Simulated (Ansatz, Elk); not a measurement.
# Ti2Si2Pb: X-ray structure factors from the self-consistent density

Structure refinements treat a crystal as free atoms side by side. For a made-up structure of Ti2Si2Pb (cell and positions from a PBE relaxation) the runs below show what the calculated density changes in F(hkl).

Calculated with Elk 11.2.3 (patched build); DFT, PBE, all-electron APW+lo, Dirac cores, scalar-relativistic bands, static density, no spin.

The structure was built from a prototype and need not be the compound's stable phase.

## Step 1: Set-up

The structure is tetragonal, space group I4/mmm (No. 139). Conventional cell: a = 4.307 Å, b = 4.307 Å, c = 10.527 Å, α = 90.00°, β = 90.00°, γ = 90.00°. Nearest to Pb lie 8 Si at 3.28 Å and 8 Ti at 3.40 Å. Nearest to Ti lie 4 Si at 2.58 Å and 4 Ti at 3.05 Å and 4 Pb at 3.40 Å. Nearest to Si lie 1 Si at 2.41 Å and 4 Ti at 2.58 Å and 4 Pb at 3.28 Å. Farther neighbours are not listed.

## Step 2: Ground state and structure factors

An all-electron density is needed, since X-rays see the cores too. Task 0 finds the density and task 195 Fourier-transforms it; tshift is off so that phases refer to the origin typed.

elk.in reads:

```
tasks
  0
  195

xctype
  20

spinpol
  .false.

rgkmax
  7.0

gmaxvr
  14.0

lmaxo
  7

lmaxapw
  8

swidth
  0.002

tshift
  .false.

ramdisk
  .false.

hmaxvr
  5.5

maxscl
  120

epspot
  1e-06

sppath
  './'

avec
  -4.06996000321 4.06996000321 9.94614393188
  4.06996000321 -4.06996000321 9.94614393188
  4.06996000321 4.06996000321 -9.94614393188

atoms
  3
  'Pb.in'
  1
  -0.0000000000 -0.0000000000 0.0000000000   0.000000 0.000000 0.000000
  'Ti.in'
  2
  0.2500000000 0.7500000000 0.5000000000   0.000000 0.000000 0.000000
  0.7500000000 0.2500000000 0.5000000000   0.000000 0.000000 0.000000
  'Si.in'
  2
  0.3856353901 0.3856353901 0.0000000000   0.000000 0.000000 0.000000
  0.6143646099 0.6143646099 0.0000000000   0.000000 0.000000 0.000000

ngridk
  7 7 7
```

On the command line:

```console
> OMP_NUM_THREADS=4 elk
```

Numbers of over 12 decimals in the logs are rounded to 6 here.

The program printed:

```text
┌─────────────────────────┐
│ Elk code version 11.2.3 │
└─────────────────────────┘

All units are atomic (Hartree, Bohr, etc.)

┌─────────────────────────────────────────────────┐
│ Ground-state run starting from atomic densities │
└─────────────────────────────────────────────────┘

Lattice vectors :
  -4.069960003       4.069960003       9.946143932
   4.069960003      -4.069960003       9.946143932
   4.069960003       4.069960003      -9.946143932

Reciprocal lattice vectors :
  0.5006301513E-17  0.7718976725      0.3158603651
  0.7718976725      0.5006301513E-17  0.3158603651
  0.7718976725      0.7718976725      0.6214112436E-17

Unit cell volume      :    659.0145657
Brillouin zone volume :   0.3763956464

Muffin-tin inner radius fraction :   0.1000000000E-01

Nuclei treated as point charges

Species : 1 (Pb)
 parameters loaded from : Pb.in
 name : lead
 nuclear charge    :   -82.00000000
 electronic charge :    82.00000000
 atomic mass :    377702.4943
 muffin-tin radius :    2.800000000
 number of radial points in muffin-tin :   1393
 inner part over the whole radius :   0.9993555083E-02
 number on inner part of muffin-tin    :   1001
 approximate nuclear radius :   0.1047603524E-03
 number of mesh points to nuclear radius :    525
 atomic positions (lattice), magnetic fields (Cartesian) :
  1 :   0.00000000  0.00000000  0.00000000    0.00000000  0.00000000  0.00000000

Species : 2 (Ti)
 parameters loaded from : Ti.in
 name : titanium
 nuclear charge    :   -22.00000000
 electronic charge :    22.00000000
 atomic mass :    87256.20317
 muffin-tin radius :    2.400000000
 number of radial points in muffin-tin :    993
 inner part over the whole radius :   0.9985722337E-02
 number on inner part of muffin-tin    :    699
 approximate nuclear radius :   0.6805665174E-04
 number of mesh points to nuclear radius :    325
 atomic positions (lattice), magnetic fields (Cartesian) :
  1 :   0.25000000 -0.25000000  0.50000000    0.00000000  0.00000000  0.00000000
  2 :  -0.25000000  0.25000000  0.50000000    0.00000000  0.00000000  0.00000000

Species : 3 (Si)
 parameters loaded from : Si.in
 name : silicon
 nuclear charge    :   -14.00000000
 electronic charge :    14.00000000
 atomic mass :    51196.73458
 muffin-tin radius :    2.200000000
 number of radial points in muffin-tin :    793
 inner part over the whole radius :   0.9899632250E-02
 number on inner part of muffin-tin    :    553
 approximate nuclear radius :   0.5963282101E-04
 number of mesh points to nuclear radius :    246
 atomic positions (lattice), magnetic fields (Cartesian) :
  1 :   0.38563539  0.38563539  0.00000000    0.00000000  0.00000000  0.00000000
  2 :  -0.38563539 -0.38563539  0.00000000    0.00000000  0.00000000  0.00000000

Total number of atoms per unit cell :    5
Total muffin-tin volume :    296.9684704
 ratio of muffin-tin to unit cell volume :   0.4506250481

Spin treatment :
 spin-unpolarised

Number of Bravais lattice symmetries :   16
Number of crystal symmetries         :   16
Crystal has inversion symmetry
Real symmetric eigensolver will be used

k-point grid :      7     7     7
k-point offset :    0.000000000       0.000000000       0.000000000
k-point set is reduced with full crystal symmetry group
Total number of k-points :       40

Muffin-tin radius times maximum |G+k| :    7.000000000
 using average radius
Maximum |G+k| for APW functions       :    2.916666667
Maximum (1/2)|G+k|²                   :    4.253472222
Maximum |G| for potential and density :    14.00000000
Constant for pseudocharge density :   10
 order of it for each species :   17  17  17
 order of it for pair densities of each species (exact exchange by exxq0 0: 18) :   13  10   7
Radial integration step length :    1

G-vector grid sizes :     54    54    54
Number of G-vectors :    30513

Maximum angular momentum used for
 APW functions            :    8
 outer part of muffin-tin :    7
 inner part of muffin-tin :    2

Total nuclear charge    :   -154.0000000
[...]
electron entropic           :    -0.93735506857471E-03
 total energy                :     -23217.804004932

Density of states at Fermi energy :    69.48839836
 (states/Hartree/unit cell)

Estimated indirect band gap :   0.2310635786E-02
 from k-point 20 to k-point 33
Estimated direct band gap   :   0.3265614297E-02
 at k-point 33

Charges :
 core                        :    108.0000000
 valence                     :    46.00000000
 interstitial                :    8.491970840
 muffin-tins (core leakage)
  species : 1 (Pb)
   atom 1                    :    79.82718221     (  0.1261529014E-02)
  species : 2 (Ti)
[...]
species : 3 (Si)
[...]
total in muffin-tins        :    145.5080292
 total calculated charge     :    153.9957348
 total charge                :    154.0000000
 error                       :   0.4265228020E-02

RMS change in Kohn-Sham potential (target) :   0.3803373678     (  0.1000000000E-05)
Absolute change in total energy (target)   :   0.4305070936     (  0.1000000000E-03)

[... loops 3 to 16 left out ...]

┌──────────────────┐
│ Loop number : 17 │
└──────────────────┘

Energies :
 Fermi                       :     0.269788
 sum of occupied eigenvalues :     -14253.781828886
 electron kinetic            :      26675.752609442
 core electron kinetic       :      26397.674002481
 Coulomb                     :     -49375.623241403
 Coulomb potential           :     -40255.321857291
 nuclear-nuclear             :     -1830.0047446001
 electron-nuclear            :     -54868.569308602
 Hartree                     :      7322.9508117995
 Madelung                    :     -29247.962312757
 xc potential                :     -674.21258103645
 exchange                    :     -508.42452296031
 correlation                 :     -8.087752
 electron entropic           :    -0.12345720222450E-02
 total energy                :     -23216.384141546

Density of states at Fermi energy :    93.02280607
 (states/Hartree/unit cell)

Estimated indirect band gap :   0.2053101851E-02
 from k-point 20 to k-point 27
Estimated direct band gap   :   0.3242448606E-02
 at k-point 20

Charges :
 core                        :    108.0000000
 valence                     :    46.00000000
 interstitial                :    8.416332321
 muffin-tins (core leakage)
  species : 1 (Pb)
[...]
species : 2 (Ti)
[...]
species : 3 (Si)
[...]
total in muffin-tins        :    145.5836677
 total calculated charge     :    153.9958720
 total charge                :    154.0000000
 error                       :   0.4127966284E-02

RMS change in Kohn-Sham potential (target) :   0.1200482830E-06 (  0.1000000000E-05)
Absolute change in total energy (target)   :   0.6305188435E-04 (  0.1000000000E-03)

Convergence targets achieved

┌──────────────────┐
│ Loop number : 18 │
└──────────────────┘

Energies :
 Fermi                       :     0.269788
 sum of occupied eigenvalues :     -14253.781824218
 electron kinetic            :      26675.752606169
 core electron kinetic       :      26397.673998901
 Coulomb                     :     -49375.623242288
 Coulomb potential           :     -40255.321857066
 nuclear-nuclear             :     -1830.0047446001
 electron-nuclear            :     -54868.569310619
 Hartree                     :      7322.9508129306
 Madelung                    :     -29247.962313755
 xc potential                :     -674.21257332128
 exchange                    :     -508.42452312791
 correlation                 :     -8.087752
 electron entropic           :    -0.12345720207863E-02
 total energy                :     -23216.384145870

Density of states at Fermi energy :    93.02280347
 (states/Hartree/unit cell)

Estimated indirect band gap :   0.2053102709E-02
 from k-point 20 to k-point 27
Estimated direct band gap   :   0.3242448173E-02
 at k-point 20

Charges :
 core                        :    108.0000000
 valence                     :    46.00000000
 interstitial                :    8.416332126
 muffin-tins (core leakage)
  species : 1 (Pb)
[...]
species : 2 (Ti)
[...]
atom 2                    :    20.33824623     ( -0.2204267027E-06)
  species : 3 (Si)
   atom 1                    :    12.30262713     (  0.1363261339E-02)
   atom 2                    :    12.30262713     (  0.1363261339E-02)
 total in muffin-tins        :    145.5836679
 total calculated charge     :    153.9958720
 total charge                :    154.0000000
 error                       :   0.4127966303E-02

┌──────────────────────────────┐
│ Self-consistent loop stopped │
└──────────────────────────────┘

Warning : core states of species 1 leak from the muffin-tin :   0.1175978367E-02

Warning : core states of species 3 leak from the muffin-tin :   0.1363261339E-02

Wrote STATE.OUT
```

Run time: 36 s. Hardware: 4 threads of Arm Neoverse V2, shared host; peak memory 0.23 GiB.

SFACRHO.OUT:

```text

h k l indices transformed by vhmat matrix:
   1.000000000       0.000000000       0.000000000    
   0.000000000       1.000000000       0.000000000    
   0.000000000       0.000000000       1.000000000    

      h      k      l  multipl.   |H|            Re(F)            Im(F)           |F|

      0      0      0      1   0.0000000       154.00000      0.59079130E-16   154.00000    
      1      1     -1      2  0.63172073       41.429517     -0.45728322E-14   41.429517    
      1      0     -1      8  0.83402265       58.046093      0.11432080E-14   58.046093    
      0      0      1      4   1.0916282       59.310803      0.43636979E-14   59.310803    
      1      2     -1      8   1.2221849       82.047958     -0.34296241E-14   82.047958    
      0      2     -1      8   1.2612387       105.47037      0.34296241E-14   105.47037    
     -2     -2      2      2   1.2634415       83.631867     -0.82882583E-14   83.631867    
     -1      1      1      4   1.5437953       114.73764     -0.41139805E-14   114.73764    
      0     -2      2      8   1.6680453       39.037682      0.68592482E-14   39.037682    
     -2     -2      3      8   1.6697115       19.545630      0.10288872E-13   19.545630    
     -2      1      0     16   1.7546788       51.508393      0.11432080E-14   51.508393    
      3      2     -2      8   1.7578453       79.646133     -0.14861704E-13   79.646133    
      3      3     -3      2   1.8951622       29.363139      0.43441905E-13   29.363139    
     -3      0      2     16   1.9690201       70.913683      0.45728322E-14   70.913683    
     -1     -3      1      8   1.9948906       72.361985      0.85740603E-14   72.361985    
      2     -2      0      4   2.1832563       100.45233     -0.49322932E-16   100.45233    
      2      4     -3      8   2.1870738       78.497161      0.34296241E-14   78.497161    
     -1      3     -1      8   2.2728131       36.516243      0.80024563E-14   36.516243
```

Elk indexes on the primitive cell of elk.in and gives |H| = 4π sin θ/λ in inverse bohr. Below, one row stands for each form hkl of the conventional cell (m members, Friedel mates merged), F is for one primitive cell and the density is static (no thermal factor). Free-atom factors are Waasmaier and Kirfel's, and R is Σm||F|−|F'||/Σm|F|.

```csv
hkl,m,sin θ/λ (Å⁻¹),"abs F, DFT",neutral atoms,diff.
002,2,0.095,41.429,42.058,-0.629
101,8,0.125,58.046,58.452,-0.405
110,4,0.164,59.311,58.991,+0.320
103,8,0.184,82.048,81.899,+0.149
112,8,0.190,105.470,105.738,-0.268
004,2,0.190,83.632,84.022,-0.390
200,4,0.232,114.738,115.355,-0.617
202,8,0.251,39.038,38.725,+0.312
114,8,0.251,19.546,19.302,+0.244
211,16,0.264,51.508,51.390,+0.118
105,8,0.264,79.646,80.000,-0.354
006,2,0.285,29.363,29.074,+0.289
213,16,0.296,70.914,71.134,-0.221
204,8,0.300,72.362,72.229,+0.133
220,4,0.328,100.452,100.445,+0.007
116,8,0.329,78.497,78.356,+0.141
222,8,0.342,36.516,36.485,+0.031
301,8,0.351,46.474,46.470,+0.004
215,16,0.352,71.835,71.832,+0.003
107,8,0.352,53.139,53.192,-0.053
310,8,0.367,48.912,48.909,+0.002
206,8,0.368,27.991,27.974,+0.016
```

## Step 3: The highest occupied states alone

An energy window below the Fermi level keeps the highest occupied states, to see at which angles they scatter; shallow core shells can lie inside it and anion s states outside. No new self-consistency is needed.

Changes to elk.in since step 2:

```diff
@@ -1,3 +1,2 @@
 tasks
-  0
   195
@@ -40,2 +39,5 @@
 
+wsfac
+  -0.171200 0.569790
+
 sppath
```

On the command line:

```console
> OMP_NUM_THREADS=4 elk
```

The program printed:

```text
┌─────────────────────────────────┐
│ Elk code version 11.2.3 started │
└─────────────────────────────────┘

Info(readinput): the functional depends on the density's gradient
 muffin-tin radial points multiplied by    2.00000
 (not where nrmtscf is given)

┌────────────────────┐
│ Current task : 195 │
└────────────────────┘

Info(sfacrho): density structure factors written to SFACRHO.OUT

 Energy window :  -0.1712000000      0.5697900000

┌──────────────────┐
│ Elk code stopped │
└──────────────────┘
```

Run time: 11 s. Hardware: 4 threads; peak memory 0.16 GiB.

States within 12 eV below the Fermi level hold 20.00 electrons; any levels below the window count with the cores. Their amplitudes can exceed the total, where window and core parts have opposite phase:

```csv
hkl,sin θ/λ (Å⁻¹),"abs F, window","abs F, all"
002,0.095,2.386,41.429
101,0.125,1.543,58.046
110,0.164,0.604,59.311
103,0.184,1.372,82.048
112,0.190,2.269,105.470
004,0.190,0.780,83.632
200,0.232,1.322,114.738
202,0.251,0.971,39.038
114,0.251,1.265,19.546
211,0.264,0.009,51.508
```

## Step 4: Another functional

The difference from free atoms is small, so it is set against the change that LDA (Perdew-Wang) makes.

Changes to elk.in since step 3:

```diff
@@ -1,2 +1,3 @@
 tasks
+  0
   195
@@ -4,3 +5,3 @@
 xctype
-  20
+  3
 
@@ -39,5 +40,2 @@
 
-wsfac
-  -0.171200 0.569790
-
 sppath
```

On the command line:

```console
> OMP_NUM_THREADS=4 elk
```

The program printed:

```text
┌─────────────────────────┐
│ Elk code version 11.2.3 │
└─────────────────────────┘

All units are atomic (Hartree, Bohr, etc.)

┌─────────────────────────────────────────────────┐
│ Ground-state run starting from atomic densities │
└─────────────────────────────────────────────────┘

Lattice vectors :
  -4.069960003       4.069960003       9.946143932
   4.069960003      -4.069960003       9.946143932
   4.069960003       4.069960003      -9.946143932

Reciprocal lattice vectors :
  0.5006301513E-17  0.7718976725      0.3158603651
[...]
species : 3 (Si)
   atom 1                    :    12.30637317     (  0.1386730634E-02)
   atom 2                    :    12.30637317     (  0.1386730634E-02)
 total in muffin-tins        :    145.6676987
 total calculated charge     :    153.9958152
 total charge                :    154.0000000
 error                       :   0.4184758166E-02

┌──────────────────────────────┐
│ Self-consistent loop stopped │
└──────────────────────────────┘

Warning : core states of species 1 leak from the muffin-tin :   0.1188173270E-02

Warning : core states of species 3 leak from the muffin-tin :   0.1386730634E-02

Wrote STATE.OUT
[key lines of the parts left out:]
total energy                :     -23199.516347466
```

Elapsed: 22 s, on 4 threads; peak memory 0.17 GiB; 61 s of CPU time.

Against the first run R = 0.03 %; the largest change is -0.047 at 220.

## Step 5: Basis size

A smaller basis shows how fast F responds to it; the change is likely larger than the basis error of the first run, but doesn't show convergence.

Changes to elk.in since step 4:

```diff
@@ -5,3 +5,3 @@
 xctype
-  3
+  20
 
@@ -11,3 +11,3 @@
 rgkmax
-  7.0
+  5.5
```

On the command line:

```console
> OMP_NUM_THREADS=4 elk
```

The program printed:

```text
┌─────────────────────────┐
│ Elk code version 11.2.3 │
└─────────────────────────┘

All units are atomic (Hartree, Bohr, etc.)

┌─────────────────────────────────────────────────┐
│ Ground-state run starting from atomic densities │
└─────────────────────────────────────────────────┘

Lattice vectors :
  -4.069960003       4.069960003       9.946143932
   4.069960003      -4.069960003       9.946143932
   4.069960003       4.069960003      -9.946143932

Reciprocal lattice vectors :
  0.5006301513E-17  0.7718976725      0.3158603651
[...]
species : 3 (Si)
   atom 1                    :    12.28868401     (  0.1359381156E-02)
   atom 2                    :    12.28868401     (  0.1359381156E-02)
 total in muffin-tins        :    145.4295372
 total calculated charge     :    153.9959429
 total charge                :    154.0000000
 error                       :   0.4057095307E-02

┌──────────────────────────────┐
│ Self-consistent loop stopped │
└──────────────────────────────┘

Warning : core states of species 1 leak from the muffin-tin :   0.1179692000E-02

Warning : core states of species 3 leak from the muffin-tin :   0.1359381156E-02

Wrote STATE.OUT
[key lines of the parts left out:]
total energy                :     -23216.298146305
```

Wall time 29 s (4 threads); peak memory 0.21 GiB; 75 s of CPU time.

Against the first run R = 0.02 %; the largest change is +0.062 at 008.

## Step 6: Settings against the effect

```csv
run,R against the first run (%),"R against neutral atoms, low angle (%)",wall time
"PBE, rgkmax 7",0.00,0.43,36 s
LDA (Perdew-Wang),0.03,0.41,22 s
rgkmax 5.5,0.02,0.45,29 s
```

## Step 7: What came out

| Quantity | Value |
| --- | --- |
| R against neutral atoms, sin θ/λ < 0.3 Å⁻¹ | 0.43 % |
| R against neutral atoms, 0.3 to 0.79 Å⁻¹ | 0.09 % |

Independent neutral atoms miss the calculated amplitudes by R = 0.43 % below 0.3 Å⁻¹ and 0.09 % from there to 0.79 Å⁻¹; by shells, 0.82 % below 0.15 Å⁻¹ (2 forms), 0.39 % 0.15 to 0.3 (11 forms), 0.07 % 0.3 to 0.45 (22 forms), 0.09 % above 0.45 (114 forms). Bonding, aspherical density and the tables' own atoms all enter these figures, and the runs don't part them. The largest change of an amplitude is -0.63 electrons, at 002. The window's part falls from 20.0 electrons at the origin to at most 0.35 between 0.45 and 0.79 Å⁻¹. Below 0.3 Å⁻¹ the changes that finished (LDA (Perdew-Wang) and rgkmax 5.5) move F by R = 0.03 % at most, against the 0.43 % that separates it from free atoms. The k-mesh has no finished test. These runs have no spin, though d or f shells may be open. Spin-orbit coupling is left out, which can matter for elements this heavy. Part of the difference isn't bonding: the tables are fits to free atoms and ions calculated by other methods than this functional. Thermal motion, anomalous dispersion and extinction are left out.

[Logs are printed without paths, hosts, clocks, repeated set-up lines and the standing remarks that a program may print on its own settings, such as how far it seeks lower states.]

[Hosts, paths, dates, database ids (printed as entryN), source tags and the programs' standing remarks are cut or masked in the printed files.]
